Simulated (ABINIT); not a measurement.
# CsHgH3 (Pm-3m): phonons by linear response, part 2 of 4

How does CsHgH3 (Pm-3m) vibrate, and is this structure a minimum?

ABINIT 10.8.3; DFT LDA, scalar-relativistic, plane waves, PseudoDojo norm-conserving pseudopotentials.

So far. Step 5 (Relaxing the cell and atoms): The volume changes by +0.2 % in this run and stands -27.8 % from the first cell. The relaxed cell has a = 4.168 Å (conventional setting).

The structure was built from a prototype and need not be the compound's stable phase.

**7. Zone-centre response**

At q = 0 one unit cell holds all displacements. The response is solved for single atoms along the cell's directions, and symmetry skips those that follow from others. The crystal is treated as a metal, which screens a static field, so no field response is asked.

File dfpt_gamma.abi:

```

# common to the responses
getwfk_filepath "gso_WFK"
kptopt 2
nqpt 1
qpt 0.0 0.0 0.0
asr 0
chneut 0

# displacements
rfphon 1
rfatpol 1 5
rfdir 1 1 1
tolvrs 1.0d-10
prtwf 0

# basis, mesh and filling
ecut 31.0
ngkpt 6 6 6
nshiftk 1
shiftk 0.0 0.0 0.0
istwfk *1
occopt 7
tsmear 0.01
nband 24
nstep 100
diemac 1000000.0
prtebands 0
prtgsr 0
useylm 1

# cell and atoms
acell 3*1.0 Angstrom
rprim 
    4.167646656 0.0 0.0
    0.0 4.167646656 0.0
    0.0 0.0 4.167646656
ntypat 3
znucl 55 80 1
natom 5
typat 1 2 3 3 3
xred 
    0.0 0.0 0.0
    0.5 0.5 0.5
    0.5 0.5 0.0
    0.5 0.0 0.5
    0.0 0.5 0.5
pp_dirpath "./pseudo"
pseudos "Cs.upf, Hg.upf, H.upf"
```

Run with:

```bash
$ OMP_NUM_THREADS=1 mpirun -n 4 abinit dfpt_gamma.abi > dfpt_gamma.log
```

Numbers of over 12 decimals in the logs are rounded to 6 here.

dfpt_gamma.abo, the main output file:

```text
[banners, grids, parts of the stress and lines that vanish by symmetry left out]
- input  file    -> dfpt_gamma.abi
- output file    -> dfpt_gamma.abo
- root for input  files -> dfpt_gammai
- root for output files -> dfpt_gammao

 Symmetries : space group Pm -3 m (#221); Bravais cP (primitive cubic)
================================================================================
 Values of the parameters that define the memory need of the present run (RF).
     intxc =       0      iscf =       7    lmnmax =      32     lnmax =       8
     mgfft =      40  mpssoang =       4    mqgrid =    3001     natom =       5
  nloc_mem =       1    nspden =       1   nspinor =       1    nsppol =       1
      nsym =      48    n1xccc =    2501    ntypat =       3    occopt =       7
   xclevel =       1
-    mband =          24        mffmem =           1         mkmem =          28
-   mkqmem =          28        mk1mem =          28           mpw =        4068
      nfft =       64000          nkpt =         112
- my_mband =          24
================================================================================
================================================================================

--------------------------------------------------------------------------------
------------- Echo of variables that govern the present computation ------------
--------------------------------------------------------------------------------
-
- outvars: echo of selected default values
-   iomode0 =  0 , fftalg0 =312 , wfoptalg0 =  0
-
- outvars: echo of global parameters not present in the input file
-  max_nthreads =    1
-
 -outvars: echo values of preprocessed input variables
 [... echo left out ...]
================================================================================

 chkinp: Checking input parameters for consistency.

[...]
== DATASET  1 ==================================================================
-   mpi_nproc: 4, omp_nthreads: 1 (-1 if OMP is not activated)

--- !DatasetInfo
iteration_state: {dtset: 1, }
dimensions: {natom: 5, nkpt: 112, mband: 24, nsppol: 1, nspinor: 1, nspden: 1, mpw: 4068, }
cutoff_energies: {ecut:  31.0, pawecutdg:  -1.0, }
electrons: {nelect:   3.20000000E+01, charge:   0.00000000E+00, occopt:   7.00000000E+00, tsmear:   1.00000000E-02, }
meta: {optdriver: 1, rfphon: 1, }
...

 mkfilename: getwfk from: gso_WFK

 Real(R)+Recip(G) space primitive vectors, cartesian coordinates (Bohr,Bohr^-1):
 R(1)=  7.8757108  0.0000000  0.0000000  G(1)=  0.1269727  0.0000000  0.0000000
 R(2)=  0.0000000  7.8757108  0.0000000  G(2)=  0.0000000  0.1269727  0.0000000
 R(3)=  0.0000000  0.0000000  7.8757108  G(3)=  0.0000000  0.0000000  0.1269727
 Unit cell volume ucvol=  4.8850530E+02 bohr^3
 Angles (23,13,12)=  9.00000000E+01  9.00000000E+01  9.00000000E+01 degrees
 setup1 : take into account q-point for computing boxcut.

 getcut: wavevector=  0.0000  0.0000  0.0000  ngfft=  40  40  40
         ecut(hartree)=     31.000   => boxcut(ratio)=   2.02640

--- Pseudopotential description ------------------------------------------------
- pspini: atom type   1  psp file is ./pseudo/Cs.upf

- pspini: atom type   2  psp file is ./pseudo/Hg.upf

- pspini: atom type   3  psp file is ./pseudo/H.upf

   1.70626051E+03                                ecore*ucvol(ha*bohr**3)
--------------------------------------------------------------------------------

 ==>  initialize data related to q vector <==

 The list of irreducible perturbations for this q vector is:
    1)    idir= 1    ipert=   1
    2)    idir= 1    ipert=   2
    3)    idir= 1    ipert=   3
    4)    idir= 3    ipert=   3

[...]
The perturbation idir=   2  ipert=   1 is
 symmetric of a previously calculated perturbation.
 So, its SCF calculation is not needed.

 The perturbation idir=   3  ipert=   1 is
 symmetric of a previously calculated perturbation.
 So, its SCF calculation is not needed.

 The perturbation idir=   2  ipert=   2 is
 symmetric of a previously calculated perturbation.
 So, its SCF calculation is not needed.

 The perturbation idir=   3  ipert=   2 is
 symmetric of a previously calculated perturbation.
 So, its SCF calculation is not needed.

[...]
The perturbation idir=   2  ipert=   5 is
 symmetric of a previously calculated perturbation.
 So, its SCF calculation is not needed.

 The perturbation idir=   3  ipert=   5 is
 symmetric of a previously calculated perturbation.
 So, its SCF calculation is not needed.

--------------------------------------------------------------------------------
 Perturbation wavevector (in red.coord.)   0.000000  0.000000  0.000000
 Perturbation : displacement of atom   1   along direction   1
 Found     8 symmetries that leave the perturbation invariant.

[...]
dfpt_looppert : total number of electrons, from k and k+q
  fully or partially occupied states are    3.200000E+01 and    3.200000E+01.
 Initialisation of the first-order wave-functions :
  ireadwf=   0

--- !BeginCycle
iteration_state: {dtset: 1, }
solver: {iscf: 7, nstep: 100, nline: 4, wfoptalg: 0, }
tolerances: {tolvrs: 1.00E-10, }
...

     iter   2DEtotal(Ha)        deltaE(Ha) residm    vres2
-ETOT  1   2.714072     -5.922E+02 2.750E+00 2.083E+02
 ETOT  2   2.423820     -2.903E-01 9.872E-02 1.426E+01
 ETOT  3   2.411081     -1.274E-02 7.558E-03 1.491E+00
 ETOT  4   2.410480     -6.005E-04 3.795E-03 1.654E-02
 ETOT  5   2.410464     -1.632E-05 8.412E-04 2.479E-04
[...]
At SCF step   10       vres2   =  9.21E-11 < tolvrs=  1.00E-10 =>converged.
[...]
Mean square residual over all n,k,spin=   35.205E-09; max=  30.426E-06

 Thirteen components of 2nd-order total energy (hartree) are
 1,2,3: 0th-order hamiltonian combined with 1st-order wavefunctions
     kin0=   3.92139422E+02 eigvalue=   2.03181587E+01  local=  -2.76894890E+02
 4,5,6: 1st-order hamiltonian combined with 1st and 0th-order wfs
 loc psp =  -4.61913677E+02  Hartree=   1.64100115E+02     xc=  -4.40332390E+01
 note that "loc psp" includes a xc core correction that could be resolved
 7,8,9: eventually, occupation + non-local contributions
    edocc=   7.53032295E+01     enl0=   2.61550439E+02   enl1=  -7.23052795E+02
 1-9 gives the relaxation energy (to be shifted if some occ is /=2.0)
   erelax=  -5.92483236E+02
 10,11,12 Non-relaxation  contributions : frozen-wavefunctions and Ewald
 fr.local=   1.17106992E+02 fr.nonlo=   3.64184214E+02  Ewald=   1.10095406E+02
 13,14 Frozen wf xc core corrections (1) and (2)
 frxc 1  =  -7.17177564E+01  frxc 2 =   7.52248444E+01
 Resulting in :
 2DEtotal=    0.2410463577E+01 Ha. Also 2DEtotal=    0.655920554298E+02 eV
    (2DErelax=   -5.9248323621E+02 Ha. 2DEnonrelax=    5.9489369978E+02 Ha)
    (  non-var. 2DEtotal :    2.4104639194E+00 Ha)

[...]
Perturbation wavevector (in red.coord.)   0.000000  0.000000  0.000000
 Perturbation : displacement of atom   2   along direction   1
 Found     8 symmetries that leave the perturbation invariant.

[...]
dfpt_looppert : total number of electrons, from k and k+q
  fully or partially occupied states are    3.200000E+01 and    3.200000E+01.
 Initialisation of the first-order wave-functions :
  ireadwf=   0

--- !BeginCycle
iteration_state: {dtset: 1, }
solver: {iscf: 7, nstep: 100, nline: 4, wfoptalg: 0, }
tolerances: {tolvrs: 1.00E-10, }
...

     iter   2DEtotal(Ha)        deltaE(Ha) residm    vres2
-ETOT  1   4.051501     -9.581E+03 2.495E+01 2.426E+02
[...]
At SCF step   10       vres2   =  2.43E-11 < tolvrs=  1.00E-10 =>converged.
[...]
Mean square residual over all n,k,spin=   22.711E-11; max=  17.178E-08

 Thirteen components of 2nd-order total energy (hartree) are
 1,2,3: 0th-order hamiltonian combined with 1st-order wavefunctions
     kin0=   8.88794009E+03 eigvalue=   6.67686711E+02  local=  -5.85311710E+03
 4,5,6: 1st-order hamiltonian combined with 1st and 0th-order wfs
 loc psp =  -1.44910326E+04  Hartree=   4.03264097E+03     xc=  -4.59324465E+02
 note that "loc psp" includes a xc core correction that could be resolved
 7,8,9: eventually, occupation + non-local contributions
    edocc=   1.85177701E+02     enl0=   2.12186506E+03   enl1=  -4.67470536E+03
 1-9 gives the relaxation energy (to be shifted if some occ is /=2.0)
   erelax=  -9.58286897E+03
 10,11,12 Non-relaxation  contributions : frozen-wavefunctions and Ewald
 fr.local=   6.99239579E+03 fr.nonlo=   2.34591648E+03  Ewald=   1.27646847E+02
 13,14 Frozen wf xc core corrections (1) and (2)
 frxc 1  =  -8.00892336E+02  frxc 2 =   9.19548620E+02
 Resulting in :
 2DEtotal=    0.1746425893E+01 Ha. Also 2DEtotal=    0.475226695208E+02 eV
    (2DErelax=   -9.5828689716E+03 Ha. 2DEnonrelax=    9.5846153974E+03 Ha)
    (  non-var. 2DEtotal :    1.7464254780E+00 Ha)

[...]
Perturbation wavevector (in red.coord.)   0.000000  0.000000  0.000000
 Perturbation : displacement of atom   3   along direction   1
 Found     4 symmetries that leave the perturbation invariant.

[...]
dfpt_looppert : total number of electrons, from k and k+q
  fully or partially occupied states are    3.200000E+01 and    3.200000E+01.
 Initialisation of the first-order wave-functions :
  ireadwf=   0

--- !BeginCycle
iteration_state: {dtset: 1, }
solver: {iscf: 7, nstep: 100, nline: 4, wfoptalg: 0, }
tolerances: {tolvrs: 1.00E-10, }
...

     iter   2DEtotal(Ha)        deltaE(Ha) residm    vres2
-ETOT  1   1.391927     -5.506E+01 7.945E-01 3.582E+02
[...]
At SCF step   11       vres2   =  1.90E-12 < tolvrs=  1.00E-10 =>converged.
[...]
Mean square residual over all n,k,spin=   28.444E-09; max=  33.236E-06

 Thirteen components of 2nd-order total energy (hartree) are
 1,2,3: 0th-order hamiltonian combined with 1st-order wavefunctions
     kin0=   5.93300881E+01 eigvalue=  -2.05277116E+00  local=  -1.07185282E+01
 4,5,6: 1st-order hamiltonian combined with 1st and 0th-order wfs
 loc psp =  -7.97679112E+01  Hartree=   1.17350500E+01     xc=  -7.18994297E+00
 note that "loc psp" includes a xc core correction that could be resolved
 7,8,9: eventually, occupation + non-local contributions
    edocc=   4.40703513E+00     enl0=  -3.37894083E-01   enl1=  -3.05781625E+01
 1-9 gives the relaxation energy (to be shifted if some occ is /=2.0)
   erelax=  -5.51730369E+01
 10,11,12 Non-relaxation  contributions : frozen-wavefunctions and Ewald
 fr.local=   5.82952371E+01 fr.nonlo=   1.54668703E+01  Ewald=  -1.73059919E+01
 13,14 Frozen wf xc core corrections (1) and (2)
 frxc 1  =   0.00000000E+00  frxc 2 =   0.00000000E+00
 Resulting in :
 2DEtotal=    0.1283078638E+01 Ha. Also 2DEtotal=    0.349143484118E+02 eV
    (2DErelax=   -5.5173036916E+01 Ha. 2DEnonrelax=    5.6456115554E+01 Ha)
    (  non-var. 2DEtotal :    1.2830786686E+00 Ha)

[...]
Perturbation wavevector (in red.coord.)   0.000000  0.000000  0.000000
 Perturbation : displacement of atom   3   along direction   3
 Found     8 symmetries that leave the perturbation invariant.

--------------------------------------------------------------------------------

--------------------------------------------------------------------------------

 dfpt_looppert : total number of electrons, from k and k+q
  fully or partially occupied states are    3.200000E+01 and    3.200000E+01.
 Initialisation of the first-order wave-functions :
  ireadwf=   0

--- !BeginCycle
iteration_state: {dtset: 1, }
solver: {iscf: 7, nstep: 100, nline: 4, wfoptalg: 0, }
tolerances: {tolvrs: 1.00E-10, }
...

     iter   2DEtotal(Ha)        deltaE(Ha) residm    vres2
-ETOT  1   1.776063     -5.592E+01 5.600E-01 9.707E+02
[...]
ETOT 10   1.380898     -1.326E-11 9.630E-06 2.199E-10
 ETOT 11   1.380898     -4.043E-12 9.971E-07 2.233E-11

 At SCF step   11       vres2   =  2.23E-11 < tolvrs=  1.00E-10 =>converged.
[...]
Mean square residual over all n,k,spin=   11.397E-10; max=  99.707E-08

 Thirteen components of 2nd-order total energy (hartree) are
 1,2,3: 0th-order hamiltonian combined with 1st-order wavefunctions
     kin0=   6.27535979E+01 eigvalue=  -1.87140995E+00  local=  -1.41849305E+01
 4,5,6: 1st-order hamiltonian combined with 1st and 0th-order wfs
 loc psp =  -8.16968047E+01  Hartree=   1.22350500E+01     xc=  -6.73915669E+00
 note that "loc psp" includes a xc core correction that could be resolved
 7,8,9: eventually, occupation + non-local contributions
    edocc=   4.47037292E+00     enl0=  -3.43518285E-01   enl1=  -3.09432057E+01
 1-9 gives the relaxation energy (to be shifted if some occ is /=2.0)
   erelax=  -5.63200050E+01
 10,11,12 Non-relaxation  contributions : frozen-wavefunctions and Ewald
 fr.local=  -4.07220443E+01 fr.nonlo=   1.43478106E+01  Ewald=   8.40751370E+01
 13,14 Frozen wf xc core corrections (1) and (2)
 frxc 1  =   0.00000000E+00  frxc 2 =   0.00000000E+00
 Resulting in :
 2DEtotal=    0.1380898254E+01 Ha. Also 2DEtotal=    0.375761557586E+02 eV
    (2DErelax=   -5.6320005005E+01 Ha. 2DEnonrelax=    5.7700903259E+01 Ha)
    (  non-var. 2DEtotal :    1.3808980741E+00 Ha)

[...]
---- first-order wavefunction calculations are completed ----

 ==> Compute Derivative Database <==

 [... matrices left out ...]
  Phonon wavevector (reduced coordinates) :  0.00000  0.00000  0.00000
 Phonon energies in Hartree :
  -3.072645E-06 -3.072645E-06 -3.072642E-06  4.008164E-04  4.008164E-04
   4.008164E-04  2.568600E-03  2.568600E-03  2.568600E-03  3.332715E-03
   3.332715E-03  3.332715E-03  4.123805E-03  4.123805E-03  4.123805E-03
 Phonon frequencies in cm-1    :
- -6.743677E-01 -6.743675E-01 -6.743671E-01  8.796904E+01  8.796904E+01
-  8.796904E+01  5.637425E+02  5.637425E+02  5.637425E+02  7.314465E+02
-  7.314465E+02  7.314465E+02  9.050706E+02  9.050706E+02  9.050706E+02

== END DATASET(S) ==============================================================
================================================================================

 -outvars: echo values of variables after computation
            acell      1.8897261259E+00  1.8897261259E+00  1.8897261259E+00 Bohr
           etotal      1.3808982541E+00
            fcart      0.0000000000E+00  0.0000000000E+00  0.0000000000E+00
           strten      0.0000000000E+00  0.0000000000E+00  0.0000000000E+00
================================================================================
```

Run time: 2.9 min. Hardware: 4 MPI ranks of Arm Neoverse V1, shared host.

Read from the output:

- largest acoustic frequency at the zone centre before the sum rule: -0.67 cm⁻¹
- highest optical zone-centre mode (no LO-TO term): 905.1 cm⁻¹
- lowest optical zone-centre mode: 87.97 cm⁻¹

The acoustic modes at Γ come out as far as 0.7 cm⁻¹ from zero, where they should vanish, a small numerical error.

[end of part 2 of 4]

[Host names and launcher messages were left out of these logs when they were recorded.]

[Logs are printed without paths, hosts, clocks, repeated set-up lines and the standing remarks that a program may print on its own settings, such as how far it seeks lower states.]

[Hosts, paths, dates, database ids (printed as entryN), source tags and the programs' standing remarks are cut or masked in the printed files.]
